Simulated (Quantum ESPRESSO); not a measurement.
# Commensurate spirals of MnS, part 2 of 2

This program has no spiral boundary conditions, so spirals of MnS are built in supercells. What do they cost, in energy and in time?

Quantum ESPRESSO 7.5; LDA with U = 5 eV on Mn d (ortho-atomic projectors); plane waves with GBRV 1.5 LDA potentials, no spin-orbit coupling, flat spiral in a supercell.

So far: Starting point; Parallel moments, one cell; One turn in 2 cells along the input cell's a.

The database entry behind the starting cell differs from later determinations by our own check (an axis about 0.2 % short against later determinations), so it need not match the best structure at ambient conditions.

### Step 4. One turn in 3 cells along the input cell's a

Neighbouring cells are turned by 120° in the xy plane; the cell holds 6 atoms.

File pw.in:

```
&CONTROL
  calculation = 'scf'
  prefix = 'pwscf'
  outdir = './tmp'
  pseudo_dir = './pseudo'
  disk_io = 'nowf'
/
&SYSTEM
  ibrav = 0
  nat = 6
  ntyp = 6
  ecutwfc = 34
  ecutrho = 238
  nbnd = 84
  occupations = 'smearing'
  smearing = 'fd'
  degauss = 0.00999582
  noncolin = .true.
  starting_magnetization(1) = 0.3
  angle1(1) = 90
  angle2(1) = 0
  starting_magnetization(2) = 0.3
  angle1(2) = 90
  angle2(2) = 120
  starting_magnetization(3) = 0.3
  angle1(3) = 90
  angle2(3) = -120
  starting_magnetization(4) = 0
  starting_magnetization(5) = 0
  starting_magnetization(6) = 0
/
&ELECTRONS
  conv_thr = 1.2d-08
  electron_maxstep = 150
  mixing_beta = 0.3
/
ATOMIC_SPECIES
Mn1    54.9380 mn_lda_v1.5.uspp.F.UPF
Mn2    54.9380 mn_lda_v1.5.uspp.F.UPF
Mn3    54.9380 mn_lda_v1.5.uspp.F.UPF
S1     32.0600 s_lda_v1.4.uspp.F.UPF
S2     32.0600 s_lda_v1.4.uspp.F.UPF
S3     32.0600 s_lda_v1.4.uspp.F.UPF
CELL_PARAMETERS angstrom
   0.0000000000    7.8135000000    7.8135000000
   2.6045000000    0.0000000000    2.6045000000
   2.6045000000    2.6045000000    0.0000000000
ATOMIC_POSITIONS crystal
Mn1     0.0000000000    0.0000000000    0.0000000000
Mn2     0.3333333333    0.0000000000    0.0000000000
Mn3     0.6666666667    0.0000000000    0.0000000000
S1      0.1666666667    0.5000000000    0.5000000000
S2      0.5000000000    0.5000000000    0.5000000000
S3      0.8333333333    0.5000000000    0.5000000000
K_POINTS automatic
4 6 6 0 0 0
HUBBARD {ortho-atomic}
U Mn1-3d 5.0000
U Mn2-3d 5.0000
U Mn3-3d 5.0000
```

Run with:

```sh
$ OMP_NUM_THREADS=1 mpirun -n 4 pw.x -nk 4 -in pw.in > pw.out
```

The program printed:

```text
     [... lines left out ...]
Program PWSCF v.7.5 starts
     [... lines left out ...]
     number of atoms/cell      =            6
     [... lines left out ...]
     number of electrons       =        63.00
     number of Kohn-Sham states=           84
     kinetic-energy cutoff     =      34.0000  Ry
     charge density cutoff     =     238.0000  Ry
     scf convergence threshold =      1.2E-08
     [... lines left out ...]
     Noncollinear calculation without spin-orbit
     [... lines left out ...]
     No symmetry found
     [... lines left out ...]
     number of k points=   144  Fermi-Dirac smearing, width (Ry)=  0.0100
     [... lines left out ...]
     iteration # 13     ecut=    34.00 Ry     beta= 0.30
     [... lines left out ...]
     atom number    1 relative position :    0.0000   0.0000   0.0000
     [... lines left out ...]
     magnetization :          4.438871   -0.000025    0.000057
     [... lines left out ...]
     atom number    2 relative position :    0.0000   0.2357   0.2357
[...]
magnetization :         -2.219390    3.844202    0.000057
[...]
atom number    3 relative position :    0.0000   0.4714   0.4714
[...]
magnetization :         -2.219465   -3.844158    0.000076
[...]
atom number    4 relative position :    0.2357   0.2357   0.2357
     [... lines left out ...]
     magnetization :          0.021930    0.037982    0.000001
     [... lines left out ...]
     atom number    5 relative position :    0.2357   0.4714   0.4714
     [... lines left out ...]
     magnetization :         -0.043858    0.000000    0.000002
     [... lines left out ...]
     atom number    6 relative position :    0.2357   0.7071   0.7071
     [... lines left out ...]
     magnetization :          0.021929   -0.037982    0.000002
     [... lines left out ...]
     Tr[ns(  1)] (up, down, total) =   2.62671  2.62665  5.25337
     [... lines left out ...]
     Tr[ns(  2)] (up, down, total) =   2.62671  2.62665  5.25337
     [... lines left out ...]
     Tr[ns(  3)] (up, down, total) =   2.62672  2.62664  5.25337
     [... lines left out ...]
     the Fermi energy is    10.3377 ev
!    total energy              =    -705.71772244 Ry
     estimated scf accuracy    <          4.2E-09 Ry
     smearing contrib. (-TS)   =      -0.00002211 Ry
     [... lines left out ...]
     total magnetization       =     0.00     0.00     0.00 Bohr mag/cell
     absolute magnetization    =    14.38 Bohr mag/cell
     convergence has been achieved in  13 iterations
```

It took 6.2 min on 4 MPI ranks of Intel Xeon 6975P-C (Granite Rapids), shared host; peak memory 1.9 GiB.

Spin moment in the atom's sphere by atom:

```
atom  x (μB)  y (μB)  z (μB)  size
 Mn1    4.44    0.00    0.00  4.44
 Mn2   -2.22    3.84    0.00  4.44
 Mn3   -2.22   -3.84    0.00  4.44
  S4    0.02    0.04    0.00  0.04
  S5   -0.04    0.00    0.00  0.04
  S6    0.02   -0.04    0.00  0.04
```

Read from the output:

```
smearing term TS       : 3.01e-4 eV
magnetization          : 0, 0, 0 μB
absolute magnetization : 14.38 μB
final state            : non-collinear
```

### Step 5. One turn in 4 cells along the input cell's a

Neighbouring cells are turned by 90° in the xy plane; the cell holds 8 atoms.

File pw.in:

```
&CONTROL
  calculation = 'scf'
  prefix = 'pwscf'
  outdir = './tmp'
  pseudo_dir = './pseudo'
  disk_io = 'nowf'
/
&SYSTEM
  ibrav = 0
  nat = 8
  ntyp = 8
  ecutwfc = 34
  ecutrho = 238
  nbnd = 110
  occupations = 'smearing'
  smearing = 'fd'
  degauss = 0.00999582
  noncolin = .true.
  starting_magnetization(1) = 0.3
  angle1(1) = 90
  angle2(1) = 0
  starting_magnetization(2) = 0.3
  angle1(2) = 90
  angle2(2) = 90
  starting_magnetization(3) = 0.3
  angle1(3) = 90
  angle2(3) = 180
  starting_magnetization(4) = 0.3
  angle1(4) = 90
  angle2(4) = -90
  starting_magnetization(5) = 0
  starting_magnetization(6) = 0
  starting_magnetization(7) = 0
  starting_magnetization(8) = 0
/
&ELECTRONS
  conv_thr = 1.6d-08
  electron_maxstep = 150
  mixing_beta = 0.3
/
ATOMIC_SPECIES
Mn1    54.9380 mn_lda_v1.5.uspp.F.UPF
Mn2    54.9380 mn_lda_v1.5.uspp.F.UPF
Mn3    54.9380 mn_lda_v1.5.uspp.F.UPF
Mn4    54.9380 mn_lda_v1.5.uspp.F.UPF
S1     32.0600 s_lda_v1.4.uspp.F.UPF
S2     32.0600 s_lda_v1.4.uspp.F.UPF
S3     32.0600 s_lda_v1.4.uspp.F.UPF
S4     32.0600 s_lda_v1.4.uspp.F.UPF
CELL_PARAMETERS angstrom
   0.0000000000   10.4180000000   10.4180000000
   2.6045000000    0.0000000000    2.6045000000
   2.6045000000    2.6045000000    0.0000000000
ATOMIC_POSITIONS crystal
Mn1     0.0000000000    0.0000000000    0.0000000000
Mn2     0.2500000000    0.0000000000    0.0000000000
Mn3     0.5000000000    0.0000000000    0.0000000000
Mn4     0.7500000000    0.0000000000    0.0000000000
S1      0.1250000000    0.5000000000    0.5000000000
S2      0.3750000000    0.5000000000    0.5000000000
S3      0.6250000000    0.5000000000    0.5000000000
S4      0.8750000000    0.5000000000    0.5000000000
K_POINTS automatic
3 6 6 0 0 0
HUBBARD {ortho-atomic}
U Mn1-3d 5.0000
U Mn2-3d 5.0000
U Mn3-3d 5.0000
U Mn4-3d 5.0000
```

The program printed:

```text
     [... lines left out ...]
Program PWSCF v.7.5 starts
     [... lines left out ...]
     number of atoms/cell      =            8
     [... lines left out ...]
     number of electrons       =        84.00
     number of Kohn-Sham states=          110
     kinetic-energy cutoff     =      34.0000  Ry
     charge density cutoff     =     238.0000  Ry
     scf convergence threshold =      1.6E-08
     [... lines left out ...]
     Noncollinear calculation without spin-orbit
     [... lines left out ...]
     No symmetry found
     [... lines left out ...]
     number of k points=   108  Fermi-Dirac smearing, width (Ry)=  0.0100
     [... lines left out ...]
     iteration # 12     ecut=    34.00 Ry     beta= 0.30
     [... lines left out ...]
     atom number    1 relative position :    0.0000   0.0000   0.0000
     [... lines left out ...]
     magnetization :          4.455872   -0.000000    0.000027
     [... lines left out ...]
     atom number    2 relative position :    0.0000   0.1768   0.1768
[...]
magnetization :         -0.000027    4.455873    0.000055
[...]
atom number    3 relative position :    0.0000   0.3536   0.3536
[...]
magnetization :         -4.455873    0.000071    0.000078
[...]
atom number    4 relative position :    0.0000   0.5303   0.5303
[...]
magnetization :         -0.000012   -4.455872   -0.000005
[...]
atom number    5 relative position :    0.1768   0.1768   0.1768
[...]
magnetization :          0.048036    0.048037    0.000001
[...]
atom number    6 relative position :    0.1768   0.3536   0.3536
[...]
magnetization :         -0.048037    0.048038    0.000002
     [... lines left out ...]
     atom number    7 relative position :    0.1768   0.5303   0.5303
     [... lines left out ...]
     magnetization :         -0.048037   -0.048036    0.000001
     [... lines left out ...]
     atom number    8 relative position :    0.1768   0.7071   0.7071
     [... lines left out ...]
     magnetization :          0.048037   -0.048036    0.000000
     [... lines left out ...]
     Tr[ns(  1)] (up, down, total) =   2.62343  2.62340  5.24682
     [... lines left out ...]
     Tr[ns(  2)] (up, down, total) =   2.62344  2.62338  5.24682
     [... lines left out ...]
     Tr[ns(  3)] (up, down, total) =   2.62345  2.62337  5.24682
     [... lines left out ...]
     Tr[ns(  4)] (up, down, total) =   2.62341  2.62341  5.24682
     [... lines left out ...]
     the Fermi energy is    10.3595 ev
!    total energy              =    -940.95423227 Ry
     estimated scf accuracy    <          7.0E-09 Ry
     smearing contrib. (-TS)   =      -0.00007071 Ry
     [... lines left out ...]
     total magnetization       =    -0.00     0.00     0.00 Bohr mag/cell
     absolute magnetization    =    19.42 Bohr mag/cell
     convergence has been achieved in  12 iterations
```

It took 9.6 min on 4 MPI ranks; peak memory 2.5 GiB; 38 min of CPU time.

Numbers from this step:

* smearing term TS: 9.62e-4 eV
* magnetization: 0, 0, 0 μB
* absolute magnetization: 19.42 μB
* final state: non-collinear
* largest moment: 4.456 μB

### Step 6. The spirals together

Spirals:

```
q along the reciprocal vector  energy less that at q = 0 (meV a seeded atom)  largest site moment (μB)  typed angles kept  CPU time (s)
                            0                                              0                     4.498                yes         63.63
                         0.25                                         -30.37                     4.456                yes          2301
                       0.3333                                         -39.66                     4.439                yes          1477
                          0.5                                         -45.57                     4.424                yes         483.9
```

Table of energy less that at q = 0, self-consistent by path:

```
path (Å⁻¹)  energy less that at q = 0, self-consistent (meV a seeded atom)
     0.000                                                               0
     0.522                                                           -30.4
     0.696                                                           -39.7
     1.045                                                           -45.6
```

### Step 7. Results

* lowest point: q = 0.5 along a*, -45.6 meV a seeded atom
* highest point: q = 0, 0 meV a seeded atom

In words: The state at q = 0.5 lies 46 meV a seeded atom under the parallel one, with neighbouring cells opposed. The moment changes by 1.6 % between the spirals. The cell of 4 repeats took 36 times the CPU time of the single cell, though its mesh is shorter in proportion. Here a and a* are vectors of the cell in the input, which need not be the conventional cell, and only this direction was probed. The mesh is coarse, so differences of some ten meV can be noise in a metal. Energies are free energies at an electronic temperature of 1580 K, which lowers moments and differences where the moments are itinerant. The cutoff lies under the 40 Ry that these files are usually run at.

[Logs and program files are shortened in this print: banners, set-up blocks, solver, clock and traceback lines can be left out without a mark of their own.]

[Logs are printed without paths, hosts, clocks, repeated set-up lines and the standing remarks that a program may print on its own settings, such as how far it seeks lower states.]

[Hosts, paths, dates, database ids (printed as entryN), source tags and the programs' standing remarks are cut or masked in the printed files.]

[Where a cell is said to come from a database of computed structures, the database is the Materials Project.]
